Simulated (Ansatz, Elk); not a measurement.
## Bonding as seen by X-rays: Y3VC

Structure refinements treat a crystal as free atoms side by side. For a made-up structure of Y3VC (cell and positions from a PBEsol relaxation) the runs below show what the calculated density changes in F(hkl).

Calculated with Elk 11.2.3 (patched build); DFT, PBE, all-electron APW+lo, Dirac cores, scalar-relativistic bands, static density, ferromagnetic start.

The structure was built from a prototype and need not be the compound's stable phase.

## (1) The starting structure

It takes space group Pm-3m (No. 221, cubic). Conventional cell: a = 4.865 Å, b = 4.865 Å, c = 4.865 Å, α = 90.00°, β = 90.00°, γ = 90.00°. Nearest to Y lie 2 C at 2.43 Å and 8 Y at 3.44 Å and 4 V at 3.44 Å. Nearest to V lie 12 Y at 3.44 Å. C has 6 Y at 2.43 Å nearest. Farther neighbours are not listed.

Coordinates:

```cif
data_structure
_symmetry_space_group_name_H-M 'P 1'
_symmetry_Int_Tables_number 1
_cell_length_a 4.8651
_cell_length_b 4.8651
_cell_length_c 4.8651
_cell_angle_alpha 90.000
_cell_angle_beta 90.000
_cell_angle_gamma 90.000
_cell_volume 115.15
loop_
_atom_site_label
_atom_site_type_symbol
_atom_site_fract_x
_atom_site_fract_y
_atom_site_fract_z
_atom_site_occupancy
Y1 Y 0.00000 0.50000 0.50000 1
Y2 Y 0.50000 0.00000 0.50000 1
Y3 Y 0.50000 0.50000 0.00000 1
V4 V 0.00000 0.00000 0.00000 1
C5 C 0.50000 0.50000 0.50000 1
```

## (2) Ground state and structure factors

An all-electron density is needed, since X-rays see the cores too. Task 0 finds the density and task 195 Fourier-transforms it; tshift is off so that phases refer to the origin typed.

File elk.in:

```
tasks
  0
  195
  196

xctype
  20

spinpol
  .true.

rgkmax
  7.0

gmaxvr
  14.0

lmaxo
  7

lmaxapw
  8

swidth
  0.002

tshift
  .false.

ramdisk
  .false.

hmaxvr
  5.5

maxscl
  120

epspot
  1e-06

reducebf
  0.8

sppath
  './'

avec
  9.19364122743 -0.00000000000 -0.00000000000
  0.00000000000 9.19364122743 0.00000000000
  -0.00000000000 0.00000000000 9.19364122743

atoms
  3
  'Y.in'
  3
  0.0000000000 0.5000000000 0.5000000000   0.000000 0.000000 0.000000
  0.5000000000 -0.0000000000 0.5000000000   0.000000 0.000000 0.000000
  0.5000000000 0.5000000000 0.0000000000   0.000000 0.000000 0.000000
  'V.in'
  1
  -0.0000000000 0.0000000000 -0.0000000000   0.000000 0.000000 -0.155000
  'C.in'
  1
  0.5000000000 0.5000000000 0.5000000000   0.000000 0.000000 0.000000

ngridk
  4 4 4
```

Started as:

```console
$ OMP_NUM_THREADS=4 elk
```

Numbers of over 12 decimals in the logs are rounded to 6 here.

Log:

```text
┌─────────────────────────┐
│ Elk code version 11.2.3 │
└─────────────────────────┘

All units are atomic (Hartree, Bohr, etc.)

┌─────────────────────────────────────────────────┐
│ Ground-state run starting from atomic densities │
└─────────────────────────────────────────────────┘

Lattice vectors :
   9.193641227      -0.000000000      -0.000000000
   0.000000000       9.193641227       0.000000000
  -0.000000000       0.000000000       9.193641227

Reciprocal lattice vectors :
  0.6834272898      -0.000000000       0.000000000
   0.000000000      0.6834272898       0.000000000
   0.000000000      -0.000000000      0.6834272898

Unit cell volume      :    777.0744962
Brillouin zone volume :   0.3192103391

Muffin-tin inner radius fraction :   0.1000000000E-01

Nuclei treated as point charges

Species : 1 (Y)
 parameters loaded from : Y.in
 name : yttrium
 nuclear charge    :   -39.00000000
 electronic charge :    39.00000000
 atomic mass :    162065.4503
 muffin-tin radius :    2.600000000
 number of radial points in muffin-tin :   1193
 inner part over the whole radius :   0.9871815862E-02
 number on inner part of muffin-tin    :    847
 approximate nuclear radius :   0.8135895711E-04
 number of mesh points to nuclear radius :    416
 atomic positions (lattice), magnetic fields (Cartesian) :
  1 :   0.00000000  0.50000000  0.50000000    0.00000000  0.00000000  0.00000000
  2 :   0.50000000  0.00000000  0.50000000    0.00000000  0.00000000  0.00000000
  3 :   0.50000000  0.50000000  0.00000000    0.00000000  0.00000000  0.00000000

Species : 2 (V)
 parameters loaded from : V.in
 name : vanadium
 nuclear charge    :   -23.00000000
 electronic charge :    23.00000000
 atomic mass :    92860.67382
 muffin-tin radius :    2.400000000
 number of radial points in muffin-tin :    993
 inner part over the whole radius :   0.9920165687E-02
 number on inner part of muffin-tin    :    699
 approximate nuclear radius :   0.6897515165E-04
 number of mesh points to nuclear radius :    327
 atomic positions (lattice), magnetic fields (Cartesian) :
  1 :   0.00000000  0.00000000  0.00000000    0.00000000  0.00000000 -0.15500000

Species : 3 (C)
 parameters loaded from : C.in
 name : carbon
 nuclear charge    :   -6.000000000
 electronic charge :    6.000000000
 atomic mass :    21894.16674
 muffin-tin radius :    1.800000000
 number of radial points in muffin-tin :    593
 inner part over the whole radius :   0.9914778686E-02
 number on inner part of muffin-tin    :    406
 approximate nuclear radius :   0.4747601631E-04
 number of mesh points to nuclear radius :    166
 atomic positions (lattice), magnetic fields (Cartesian) :
  1 :   0.50000000  0.50000000  0.50000000    0.00000000  0.00000000  0.00000000

Total number of atoms per unit cell :    5
Total muffin-tin volume :    303.2013902
 ratio of muffin-tin to unit cell volume :   0.3901831699

Spin treatment :
 spin-polarised
 global magnetic field (Cartesian) :    0.000000000       0.000000000       0.000000000
 collinear magnetisation in z-direction

Number of Bravais lattice symmetries :   48
Number of crystal symmetries         :   48
Crystal has inversion symmetry
Real symmetric eigensolver will be used

k-point grid :      4     4     4
k-point offset :    0.000000000       0.000000000       0.000000000
k-point set is reduced with full crystal symmetry group
Total number of k-points :       10

Muffin-tin radius times maximum |G+k| :    7.000000000
 using average radius
Maximum |G+k| for APW functions       :    2.916666667
Maximum (1/2)|G+k|²                   :    4.253472222
Maximum |G| for potential and density :    14.00000000
Constant for pseudocharge density :    9
 order of it for each species :   16  16  16
 order of it for pair densities of each species (exact exchange by exxq0 0: 17) :   11  10   4
Radial integration step length :    1

G-vector grid sizes :     42    42    42
Number of G-vectors :    36041

Maximum angular momentum used for
 APW functions            :    8
[...]
total in muffin-tins        :    1.947971401
 total moment                :    2.383260061

RMS change in Kohn-Sham potential (target) :    2.475969126     (  0.1000000000E-05)
Absolute change in total energy (target)   :   0.3956824132     (  0.1000000000E-03)

[... loops 3 to 26 left out ...]

┌──────────────────┐
│ Loop number : 27 │
└──────────────────┘

Energies :
 Fermi                       :     0.243205
 sum of occupied eigenvalues :     -6575.5727799408
 electron kinetic            :      11475.639188600
 core electron kinetic       :      11214.850547527
 Coulomb                     :     -22240.127547730
 Coulomb potential           :     -17556.491593496
 nuclear-nuclear             :     -1270.2751052782
 electron-nuclear            :     -24409.965423074
 Hartree                     :      3440.1129806218
 Madelung                    :     -13461.881750982
 xc potential                :     -494.56021471640
 xc effective B-field        :    -0.160156
 external B-field            :      0.000000
 exchange                    :     -372.92990561212
 correlation                 :     -7.114108
 electron entropic           :    -0.20472368632406E-02
 total energy                :     -11144.534420455
 (external B-field energy excluded from total)

Density of states at Fermi energy :    164.5855571
 (states/Hartree/unit cell)

Estimated indirect band gap :   0.1555500369E-02
 from k-point 3 to k-point 9
Estimated direct band gap   :   0.2860658023E-02
 at k-point 9

Charges :
 core                        :    96.00000000
 valence                     :    50.00000000
 interstitial                :    8.856030453
 muffin-tins (core leakage)
  species : 1 (Y)
[...]
species : 2 (V)
[...]
species : 3 (C)
[...]
total in muffin-tins        :    137.1439695
 total calculated charge     :    145.9992279
 total charge                :    146.0000000
 error                       :   0.7721310649E-03

Moments :
 interstitial                :    1.310458155
 muffin-tins
  species : 1 (Y)
[...]
species : 2 (V)
[...]
species : 3 (C)
[...]
total in muffin-tins        :    3.075551380
 total moment                :    4.386009535

RMS change in Kohn-Sham potential (target) :   0.7264370104E-06 (  0.1000000000E-05)
Absolute change in total energy (target)   :   0.2084114385E-05 (  0.1000000000E-03)

Convergence targets achieved

┌──────────────────┐
│ Loop number : 28 │
└──────────────────┘

Energies :
 Fermi                       :     0.243206
 sum of occupied eigenvalues :     -6575.5727801892
 electron kinetic            :      11475.639192021
 core electron kinetic       :      11214.850547254
 Coulomb                     :     -22240.127552893
 Coulomb potential           :     -17556.491597789
 nuclear-nuclear             :     -1270.2751052782
 electron-nuclear            :     -24409.965428316
 Hartree                     :      3440.1129807016
 Madelung                    :     -13461.881753998
 xc potential                :     -494.56021318639
 xc effective B-field        :    -0.160158
 external B-field            :      0.000000
 exchange                    :     -372.92990687215
 correlation                 :     -7.114108
 electron entropic           :    -0.20471926469817E-02
 total energy                :     -11144.534423090
 (external B-field energy excluded from total)

Density of states at Fermi energy :    164.5804144
 (states/Hartree/unit cell)

Estimated indirect band gap :   0.1556525621E-02
 from k-point 3 to k-point 9
Estimated direct band gap   :   0.2861375574E-02
 at k-point 9

Charges :
 core                        :    96.00000000
 valence                     :    50.00000000
 interstitial                :    8.856030333
 muffin-tins (core leakage)
  species : 1 (Y)
[...]
atom 3                    :    36.87771157     (  0.8724113847E-05)
  species : 2 (V)
   atom 1                    :    21.31499788     ( -0.2221834983E-06)
  species : 3 (C)
   atom 1                    :    5.195837066     (  0.3492105805E-05)
 total in muffin-tins        :    137.1439697
 total calculated charge     :    145.9992279
 total charge                :    146.0000000
 error                       :   0.7721312200E-03

Moments :
 interstitial                :    1.310502498
 muffin-tins
  species : 1 (Y)
[...]
atom 3                    :   0.1038390728
  species : 2 (V)
   atom 1                    :    2.696652359
  species : 3 (C)
   atom 1                    :   0.6740446249E-01
 total in muffin-tins        :    3.075574040
 total moment                :    4.386076539

┌──────────────────────────────┐
│ Self-consistent loop stopped │
└──────────────────────────────┘

Wrote STATE.OUT
```

Wall time 1.7 min (4 threads of AMD EPYC 7B13 (Zen 3), shared host); peak memory 0.45 GiB.

SFACRHO.OUT:

```text

h k l indices transformed by vhmat matrix:
   1.000000000       0.000000000       0.000000000    
   0.000000000       1.000000000       0.000000000    
   0.000000000       0.000000000       1.000000000    

      h      k      l  multipl.   |H|            Re(F)            Im(F)           |F|

      0      0      0      1   0.0000000       146.00000      0.56643662E-16   146.00000    
      0      0      1      6  0.68342729      -20.245136      0.90038414E-14   20.245136    
      0     -1      1     12  0.96651214      -9.4101838     -0.40644031E-14   9.4101838    
     -1     -1     -1      8   1.1837308       108.12317      0.21635836E-13   108.12317    
      0      0     -2      6   1.3668546       111.66950      0.16316814E-13   111.66950    
     -1     -2      0     24   1.5281899      -16.645665     -0.80970890E-14   16.645665    
     -2      1      1     24   1.6740481      -10.172881     -0.25570178E-13   10.172881    
     -2      2      0     12   1.9330243       97.483647      0.67580727E-14   97.483647    
     -2      1     -2     24   2.0502819      -14.746399     -0.17575458E-13   14.746399    
     -3      0      0      6   2.0502819      -14.787921     -0.20171107E-13   14.787921    
      0      3     -1     24   2.1611869      -10.001493     -0.43198398E-15   10.001493    
      3     -1      1     24   2.2666719       85.821888      0.17199608E-14   85.821888    
      2      2      2      8   2.3674616       88.124087     -0.37708749E-13   88.124087    
      0      3     -2     24   2.4641321      -13.847837      0.63793093E-14   13.847837    
     -3      1      2     48   2.5571508      -9.6861417     -0.12529762E-14   9.6861417    
      4      0      0      6   2.7337092       81.435714     -0.23338350E-13   81.435714    
     -1      0      4     24   2.8178429      -13.245871     -0.46999312E-14   13.245871    
      2     -3     -2     24   2.8178429      -13.177140     -0.19654696E-14   13.177140
```

Elk indexes on the primitive cell of elk.in and gives |H| = 4π sin θ/λ in inverse bohr. Below, one row stands for each form hkl of the conventional cell (m members, Friedel mates merged), F is for one primitive cell and the density is static (no thermal factor). Free-atom factors are Waasmaier and Kirfel's, and R is Σm||F|−|F'||/Σm|F|.

```csv
hkl,m,sin θ/λ (Å⁻¹),"abs F, DFT",neutral atoms,diff.
100,6,0.103,20.245,19.917,+0.328
110,12,0.145,9.410,9.897,-0.487
111,8,0.178,108.123,108.677,-0.554
200,6,0.205,111.669,111.520,+0.149
210,24,0.230,16.646,16.459,+0.186
211,24,0.252,10.173,10.091,+0.082
220,12,0.291,97.484,97.403,+0.080
221,24,0.308,14.746,14.809,-0.062
300,6,0.308,14.788,14.809,-0.021
310,24,0.325,10.002,9.877,+0.124
311,24,0.341,85.822,85.645,+0.177
222,8,0.356,88.124,88.065,+0.059
320,24,0.371,13.848,13.837,+0.010
321,48,0.385,9.686,9.639,+0.047
400,6,0.411,81.436,81.385,+0.050
410,24,0.424,13.246,13.201,+0.045
322,24,0.424,13.177,13.201,-0.024
330,12,0.436,9.353,9.413,-0.060
```

## (3) The magnetisation density

The same run holds the spin density, and task 196 transforms it. The order is that of the start, and no other was tried.

SFACMAG_1.OUT:

```text

h k l indices transformed by vhmat matrix:
   1.000000000       0.000000000       0.000000000    
   0.000000000       1.000000000       0.000000000    
   0.000000000       0.000000000       1.000000000    

      h      k      l  multipl.   |H|            Re(F)            Im(F)           |F|

      0      0      0      1   0.0000000       4.3860767      0.44148526E-17   4.3860767    
      0      0      1      6  0.68342729       2.5556355      0.47464772E-16   2.5556355    
      0     -1      1     12  0.96651214       2.0561944     -0.15424847E-16   2.0561944    
     -1     -1     -1      8   1.1837308       1.7169814     -0.29894021E-16   1.7169814    
      0      0     -2      6   1.3668546       1.2514976      0.33793128E-16   1.2514976    
     -1     -2      0     24   1.5281899       1.0556379     -0.12015740E-16   1.0556379    
     -2      1      1     24   1.6740481       1.0595630     -0.24783073E-17   1.0595630    
     -2      2      0     12   1.9330243      0.88682514     -0.28037960E-17  0.88682514    
     -2      1     -2     24   2.0502819      0.76685434     -0.10891268E-16  0.76685434    
     -3      0      0      6   2.0502819      0.71172997     -0.13613366E-16  0.71172997    
      0      3     -1     24   2.1611869      0.63424302     -0.39322061E-17  0.63424302    
      3     -1      1     24   2.2666719      0.56432316      0.17403302E-17  0.56432316    
      2      2      2      8   2.3674616      0.61884763     -0.37580137E-16  0.61884763    
      0      3     -2     24   2.4641321      0.46861347     -0.10362695E-16  0.46861347    
     -3      1      2     48   2.5571508      0.43567252     -0.91073606E-17  0.43567252    
      4      0      0      6   2.7337092      0.25783857      0.13584102E-16  0.25783857
```

The total moment is 4.39 μB a cell; sphere moments: Y1 +0.10, Y2 +0.10, Y3 +0.10, V4 +2.70, C5 +0.07 μB. Polarised neutrons measure spin and orbital magnetisation together; without spin-orbit coupling the run gives the spin part:

```csv
hkl,sin θ/λ (Å⁻¹),abs F_M (μB)
100,0.103,2.556
110,0.145,2.056
111,0.178,1.717
200,0.205,1.252
210,0.230,1.056
211,0.252,1.060
220,0.291,0.887
221,0.308,0.767
300,0.308,0.712
310,0.325,0.634
311,0.341,0.564
222,0.356,0.619
320,0.371,0.469
321,0.385,0.436
```

(Continued in part 2 of 2.)

[Logs are printed without paths, hosts, clocks, repeated set-up lines and the standing remarks that a program may print on its own settings, such as how far it seeks lower states.]

[Hosts, paths, dates, database ids (printed as entryN), source tags and the programs' standing remarks are cut or masked in the printed files.]
